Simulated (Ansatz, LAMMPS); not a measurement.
# Glassy CaAl2Si2O8 (91 atoms): geometry optimisation, part 3 of 4

Aim: bring glassy CaAl2Si2O8 (91 atoms) to a nearby minimum of the energy and see what moves.

Ansatz 0.2.0; Kohn-Sham DFT, r2SCAN, PAW (set soft_2), plane waves.

The cell: 14 Al, 7 Ca, 56 O and 14 Si. The quench rate of 10 K/ps far exceeds what a furnace or splat quench reaches. The network of bonds at the start is that of the classical potential that made the cell. The Brillouin zone is sampled at Γ only, in a cell whose shortest periodic width is 11 Å.

So far, density (g/cm³): step 5 (structure statistics after relaxation) 2.71.

## 6. Single point at the relaxed geometry

The electronic structure is read at the final geometry, in a run of its own.

File input.yaml:

```yaml
crystal:
  lattice:
    - [10.6093, 0.0, 0.0]
    - [0.0, 10.6093, 0.0]
    - [0.0, 0.0, 10.6093]
  atoms:
    - { symbol: Al, position: [0.86054, 0.97582, 0.85683] }
    - { symbol: Al, position: [0.9285, 0.76657, 0.35841] }
    - { symbol: Al, position: [0.06413, 0.19754, 0.77849] }
    - { symbol: Al, position: [0.84825, 0.29276, 0.1321] }
    - { symbol: Al, position: [0.13228, 0.30842, 0.0468] }
    - { symbol: Al, position: [0.2961, 0.0172, 0.85803] }
    - { symbol: Al, position: [0.81558, 0.47427, 0.38416] }
    - { symbol: Al, position: [0.50782, 0.71806, 0.19338] }
    - { symbol: Al, position: [0.8409, 0.28513, 0.85705] }
    - { symbol: Al, position: [0.21003, 0.58499, 0.66301] }
    - { symbol: Al, position: [0.8956, 0.69917, 0.82144] }
    - { symbol: Al, position: [0.94414, 0.46787, 0.64616] }
    - { symbol: Al, position: [0.56565, 0.92923, 0.88798] }
    - { symbol: Al, position: [0.20801, 0.15384, 0.4987] }
    - { symbol: Ca, position: [0.62155, 0.11307, 0.66519] }
    - { symbol: Ca, position: [0.84033, 0.5769, 0.08579] }
    - { symbol: Ca, position: [0.41151, 0.86978, 0.58835] }
    - { symbol: Ca, position: [0.70851, 0.74757, 0.60489] }
    - { symbol: Ca, position: [0.28088, 0.49205, 0.21947] }
    - { symbol: Ca, position: [0.08507, 0.92265, 0.64081] }
    - { symbol: Ca, position: [0.32506, 0.98894, 0.24242] }
    - { symbol: O, position: [0.2875, 0.3022, 0.11792] }
    - { symbol: O, position: [0.15904, 0.05989, 0.77928] }
    - { symbol: O, position: [0.08755, 0.51226, 0.56699] }
    - { symbol: O, position: [0.59181, 0.81221, 0.29177] }
    - { symbol: O, position: [0.25556, 0.00818, 0.54666] }
    - { symbol: O, position: [0.87311, 0.60793, 0.68376] }
    - { symbol: O, position: [0.18825, 0.62722, 0.37222] }
    - { symbol: O, position: [0.80599, 0.14885, 0.58531] }
    - { symbol: O, position: [0.93438, 0.76322, 0.19419] }
    - { symbol: O, position: [0.94203, 0.59343, 0.38654] }
    - { symbol: O, position: [0.53946, 0.7653, 0.85684] }
    - { symbol: O, position: [0.5898, 0.63754, 0.07272] }
    - { symbol: O, position: [0.26866, 0.85598, 0.89401] }
    - { symbol: O, position: [0.3158, 0.27218, 0.52361] }
    - { symbol: O, position: [0.14902, 0.86766, 0.11079] }
    - { symbol: O, position: [0.98689, 0.9989, 0.22711] }
    - { symbol: O, position: [0.14646, 0.27603, 0.89337] }
    - { symbol: O, position: [0.95256, 0.34382, 0.7478] }
    - { symbol: O, position: [0.23895, 0.64639, 0.02749] }
    - { symbol: O, position: [0.79783, 0.84223, 0.42071] }
    - { symbol: O, position: [0.11532, 0.40376, 0.33191] }
    - { symbol: O, position: [0.09906, 0.4693, 0.06092] }
    - { symbol: O, position: [0.70308, 0.97359, 0.80968] }
    - { symbol: O, position: [0.51678, 0.68049, 0.54069] }
    - { symbol: O, position: [0.44982, 0.00474, 0.78965] }
    - { symbol: O, position: [0.38567, 0.80979, 0.12245] }
    - { symbol: O, position: [0.47275, 0.29225, 0.9494] }
    - { symbol: O, position: [0.59344, 0.97586, 0.04577] }
    - { symbol: O, position: [0.91677, 0.85014, 0.75746] }
    - { symbol: O, position: [0.92728, 0.18717, 0.36876] }
    - { symbol: O, position: [0.33831, 0.49723, 0.64129] }
    - { symbol: O, position: [0.66723, 0.03693, 0.28936] }
    - { symbol: O, position: [0.60063, 0.94225, 0.51527] }
    - { symbol: O, position: [0.56043, 0.50806, 0.85692] }
    - { symbol: O, position: [0.88085, 0.38012, 0.51027] }
    - { symbol: O, position: [0.48578, 0.31395, 0.70005] }
    - { symbol: O, position: [0.22041, 0.73822, 0.59482] }
    - { symbol: O, position: [0.74099, 0.17462, 0.10472] }
    - { symbol: O, position: [0.32389, 0.08673, 0.0085] }
    - { symbol: O, position: [0.9157, 0.92053, 0.00123] }
    - { symbol: O, position: [0.68334, 0.28517, 0.81539] }
    - { symbol: O, position: [0.06194, 0.82635, 0.43431] }
    - { symbol: O, position: [0.15049, 0.55901, 0.80965] }
    - { symbol: O, position: [0.32032, 0.83365, 0.37992] }
    - { symbol: O, position: [0.50045, 0.42884, 0.47531] }
    - { symbol: O, position: [0.49183, 0.16257, 0.16651] }
    - { symbol: O, position: [0.46436, 0.59265, 0.29794] }
    - { symbol: O, position: [0.81517, 0.41412, 0.23632] }
    - { symbol: O, position: [0.75525, 0.66023, 0.90034] }
    - { symbol: O, position: [0.05634, 0.19147, 0.58141] }
    - { symbol: O, position: [0.99257, 0.66103, 0.9512] }
    - { symbol: O, position: [0.91533, 0.13343, 0.84294] }
    - { symbol: O, position: [0.1708, 0.13065, 0.33172] }
    - { symbol: O, position: [0.69217, 0.56989, 0.4225] }
    - { symbol: O, position: [0.85735, 0.37565, 0.99181] }
    - { symbol: O, position: [0.01438, 0.2301, 0.14596] }
    - { symbol: Si, position: [0.03172, 0.1372, 0.27076] }
    [... 7 atom lines left out ...]
    - { symbol: Si, position: [0.26389, 0.79758, 0.03142] }
    - { symbol: Si, position: [0.91372, 0.22117, 0.51766] }
    - { symbol: Si, position: [0.20355, 0.76627, 0.44012] }
    - { symbol: Si, position: [0.40454, 0.37727, 0.58349] }
    - { symbol: Si, position: [0.55071, 0.35666, 0.8343] }
    - { symbol: Si, position: [0.53769, 0.57424, 0.43515] }
kpoints:
  mp_grid: { grid: [1, 1, 1] }
hamiltonian:
  xc: r2scan
scf:
  occupations: { method: fixed }
output:
  forces: true
  stress: true
  populations: true
  dos:
    method: { smearing: { sigma: 0.1 } }
    de: 0.1
    projected: { site_lists: { Al: [Al], Ca: [Ca], O: [O], Si: [Si] } }
  eigenvalues: true
  write_density: true
  write_potential: true
  volumetric_format: npy
  elf: true
```

Command:

```
ansatz run input.yaml --threads 4 --pin off --max-ram 8192MiB --backend cpu --events-out ev --progress --plain --runs-dir out
```

Output:

```text
[...]
Crystal: 91 atoms, lattice volume = 1194.154 Å³
Basis set: ecut = 500 eV, 30551 PW (Γ), exchange–correlation on 320×320×320 points (64 copies of the dense FFT grid, shifted against one another)
Bands: 343, of which v1, the nominal top of the filled ones, is band 252 counted from 1 (251 counted from 0)
Symmetry: 1 space group operations
[...]
k-points: 1
[...]
SCF iter   1: F=—  HF=-61239.119380 eV  |F-HF|=—  |Δ(HF+E_count)|=         —  Δρ=7.79e-3  dr2=8.21e-1  dr2_τ=6.34e0  ethr=1.77e-3  ⟨swp⟩=5.0  Hψ=1321  notcnv=0  defer=88
[...]
SCF iter   9: F=-61241.783184 eV  HF=-61241.783184 eV  |F-HF|=7.96e-9  |Δ(HF+E_count)|=   7.61e-8  Δρ=2.46e-6  dr2=7.41e-8  dr2_τ=8.11e-9  ethr=1.98e-11  ⟨swp⟩=23.0  Hψ=3868  notcnv=0
SCF 1 converged in 9 iterations: F = -61241.783184 eV  dr2 = 7.41e-8
[...]
SCF converged after 9 iterations
Free energy (F): -61241.783184 eV
[...]
Internal energy: -61241.783184 eV  (E = F + TS)
E sigma→0 (E₀):  -61241.783184 eV
Fermi energy:    4.529805 eV
[...]
--- Forces (eV/Å), atoms counted from 1 ---
  atom   1  Al     0.00535179    -0.00487010     0.00556555
  atom   2  Al    -0.00486748     0.00539457     0.00436883
  atom   3  Al    -0.00143927     0.00388005    -0.00288557
  atom   4  Al    -0.00614204     0.00036273     0.00611555
  atom   5  Al     0.01001570    -0.00046976    -0.00297070
  atom   6  Al    -0.00376232     0.00211769     0.00271214
  atom   7  Al    -0.00445011     0.00254700     0.00019078
  atom   8  Al    -0.00452261    -0.00409376     0.00388448
  atom   9  Al    -0.00612459    -0.00220247    -0.00399935
  atom  10  Al     0.00397740     0.00392048     0.00119705
  atom  11  Al    -0.00659613    -0.00465004    -0.00457931
  atom  12  Al     0.00410525    -0.00047315    -0.00285344
  atom  13  Al    -0.00538090    -0.00297007     0.00522196
  atom  14  Al     0.00630971    -0.00569564     0.00865732
[...]
atom  90  Si    -0.00391241    -0.00445676    -0.00806487
  atom  91  Si    -0.00397775     0.00287946     0.00268714
  max |Σ_I F_I| component: 1.54e-4 eV/Å
--- Stress (GPa, compression-positive) ---
       -0.034360       0.768437      -1.534547
        0.768470      -0.472746       0.370972
       -1.534514       0.370975      -0.740840
  P = ⅓ Tr σ = -0.4160 GPa (-4.160 kbar)
--- Band table (eV) ---
[...]
--- Löwdin populations: 91 sites ---
  site symbol       q [e]
     0     Al      1.6177
     1     Al      1.6035
     2     Al      1.6315
[...]
90     Si      2.2510
  spilling = 0.011970 (of n_electrons = 504.000000)
```

Wall time 59 s (4 threads of Arm Neoverse V1, shared host); peak memory 3.1 GiB.

The run gave:

* free energy: -61241.7832 eV
* free energy per atom: -672.9866 eV/atom
* SCF cycles: 9
* pressure: -0.416 GPa
* r.m.s. force component: 0.00421 eV/Å
* longest force: 0.02058 eV/Å
* Fermi energy: 4.53 eV
* gap (highest filled to lowest empty level): 3.782 eV
* spilling of the projection: 0.01197

Löwdin charges by element and coordination (they lack the spilled electrons, 0.066 e an atom on average):

```tsv
element	coordination	atoms	mean charge (e)	spread	least	most
Al	all	14	1.38	0.0346	1.32	1.43
Al	4	13	1.38	0.0358	1.32	1.43
Al	5	1	1.37	0	1.37	1.37
Ca	all	7	1.82	0.0187	1.78	1.84
Ca	5	2	1.83	0.0074	1.82	1.83
Ca	6	5	1.82	0.0208	1.78	1.84
O	all	56	-0.908	0.0665	-1.12	-0.805
O	2	18	-0.867	0.0445	-0.982	-0.805
O	3	35	-0.920	0.0631	-1.12	-0.833
O	4	3	-1.01	0.0518	-1.07	-0.945
Si	all	14	1.77	0.0357	1.70	1.83
```

States in the cell by windows of 1 eV, zero at the Fermi level; the larger projections on atomic orbitals stand beside the total:

```tsv
from (eV)	to (eV)	total	O p	O s
-18	-17	8.4	0.1	6.4
-17	-16	2.0	0.0	1.6
-16	-11	0.0	0.0	0.0
-11	-10	1.5	1.0	0.1
-10	-9	8.3	5.7	0.4
-9	-8	10.4	7.4	0.5
-8	-7	19.8	15.0	0.6
-7	-6	32.3	25.3	0.7
-6	-5	31.8	25.8	0.7
-5	-4	51.9	44.5	1.2
-4	-3	66.2	60.5	0.8
-3	-2	63.3	59.6	0.5
-2	-1	45.3	43.1	0.2
-1	0	4.7	4.4	0.0
0	1	0.5	0.5	0.0
1	3	0.0	0.0	0.0
3	4	2.0	0.0	0.5
4	5	0.0	0.0	0.0
```

With fixed occupations the program's Fermi level is the highest filled level; weight inside the gap is the broadening of levels at its edges.

Between -26 and -18 eV lie 144 more states.

The levels nearest the highest filled one (over half full), pooled over k-points and spins:

```tsv
level less the highest filled one (eV)	occupation
-1.25	2
-1.13	2
-1.09	2
-0.945	2
-0.470	2
0	2
3.78	0
5.20	0
5.37	0
5.41	0
5.54	0
5.60	0
```

ELF in the ac plane at fractional y = 0.577, with atoms of Al and Ca and O and Si within 0.2 Å of it. It is the smooth field of the valence electrons, not physical close to the nuclei.

Values, 13 rows by 16 columns, each cell a mean:
```
0.62 0.19 0.17 0.40 0.41 0.21 0.01 0.07 0.26 0.33 0.18 0.37 0.45 0.15 0.14 0.60
0.26 0.46 0.73 0.55 0.14 0.01 0.02 0.30 0.71 0.77 0.31 0.44 0.65 0.30 0.10 0.33
0.14 0.73 0.65 0.78 0.31 0.03 0.02 0.16 0.54 0.60 0.20 0.09 0.14 0.23 0.35 0.15
0.08 0.35 0.55 0.34 0.18 0.45 0.30 0.03 0.06 0.09 0.03 0.04 0.42 0.76 0.75 0.54
0.20 0.44 0.28 0.01 0.38 0.75 0.49 0.05 0.10 0.09 0.01 0.04 0.46 0.77 0.79 0.48
0.52 0.79 0.61 0.09 0.23 0.43 0.15 0.15 0.40 0.26 0.09 0.14 0.08 0.25 0.29 0.10
0.27 0.45 0.25 0.14 0.06 0.03 0.05 0.22 0.28 0.24 0.61 0.75 0.46 0.07 0.32 0.33
0.65 0.26 0.73 0.76 0.48 0.04 0.20 0.37 0.26 0.40 0.76 0.63 0.63 0.28 0.78 0.70
0.53 0.27 0.69 0.74 0.36 0.11 0.70 0.72 0.75 0.27 0.49 0.66 0.35 0.25 0.75 0.75
0.09 0.05 0.15 0.16 0.34 0.16 0.62 0.73 0.72 0.21 0.03 0.07 0.04 0.04 0.16 0.24
0.02 0.04 0.02 0.10 0.41 0.20 0.14 0.33 0.19 0.20 0.19 0.02 0.18 0.39 0.24 0.02
0.08 0.27 0.11 0.24 0.32 0.11 0.01 0.13 0.58 0.79 0.70 0.13 0.69 0.82 0.79 0.12
0.19 0.23 0.21 0.64 0.77 0.47 0.03 0.13 0.51 0.71 0.55 0.09 0.41 0.74 0.51 0.17
```
Columns run along a (10.6 Å), rows up along c (10.6 Å). Atoms in or near the plane, at fractional coordinates: Al at (0.21, 0.66), Ca at (0.84, 0.09), O at (0.94, 0.39), O at (0.15, 0.81), O at (0.46, 0.30), O at (0.69, 0.42), Si at (0.12, 0.96), Si at (0.54, 0.44).

Valence density in the ac plane at fractional y = 0.577, with atoms of Al and Ca and O and Si within 0.2 Å of it. It is the smooth field of the valence electrons, not physical close to the nuclei.

Ten steps, logarithmic in the rise over the least value, from '_' (0.0 e/Å³) to '@' (6.3 e/Å³), each cell a mean:
```
====--..::======--::__________::--------::::----::::::::--==
====--::------::..__________..--======------====--::..::--==
----==++**++==::..__________::==++**++==----====--::....::--
..::++##@@%%**--..__________::==++**++--::::----::..........
..::++%%@@@@##==..__________..--====--::..........::::::....
..::==**%%##**--::..__________....::....______..--==++==--::
....::--====--::::::::....__________________..::==##%%##++--
....::::::......--====--::..________________..--++%%@@%%**--
::----==--::..::--==++==::..__..______________::==**##**==--
--==++++==--::::----==--::....::::....________..::--==--::::
--++****==--::....::::......::----::........................
::==++==--::....________..::--====------====--::..__......::
------------::::..______..::----::--==**%%%%**==::..--======
**==--==++**++==::______..::--::..--++%%@@@@%%++::--++##%%##
**==--++**####++--..__..--==++++----++##%%%%##==::--**@@@@@@
++==--==**####++--....--++##%%##++----==++++==--::--++##%%##
--::::::--====--::::::==##@@@@%%++--......::........::======
..____....::::--==--::--**%%%%##==::..____________..........
__________..::======--::--++++==::..____________......______
____________..--==--::....::::::........______::--==--::____
____..........::::....______..::--====--....::++##%%##++::__
....::::::::------::..______..::==****==::..--##@@@@@@##--..
::::------==++++==--..______..--++****++--..--**%%@@%%**--..
----------==++++++--..______..::--====--::..::--++**++==::--
```
Columns run along a (10.6 Å), rows up along c (10.6 Å). Atoms in or near the plane, at fractional coordinates: Al at (0.21, 0.66), Ca at (0.84, 0.09), O at (0.94, 0.39), O at (0.15, 0.81), O at (0.46, 0.30), O at (0.69, 0.42), Si at (0.12, 0.96), Si at (0.54, 0.44).

Mean Löwdin charges: Al +1.38, Ca +1.82, O -0.91, Si +1.77 e (they miss 1.2 % of the electrons, so they add up to more than the cell's charge).

[end of part 3 of 4]

[Logs are printed without paths, hosts, clocks, repeated set-up lines and the standing remarks that a program may print on its own settings, such as how far it seeks lower states.]

[Hosts, paths, dates, database ids (printed as entryN), source tags and the programs' standing remarks are cut or masked in the printed files.]
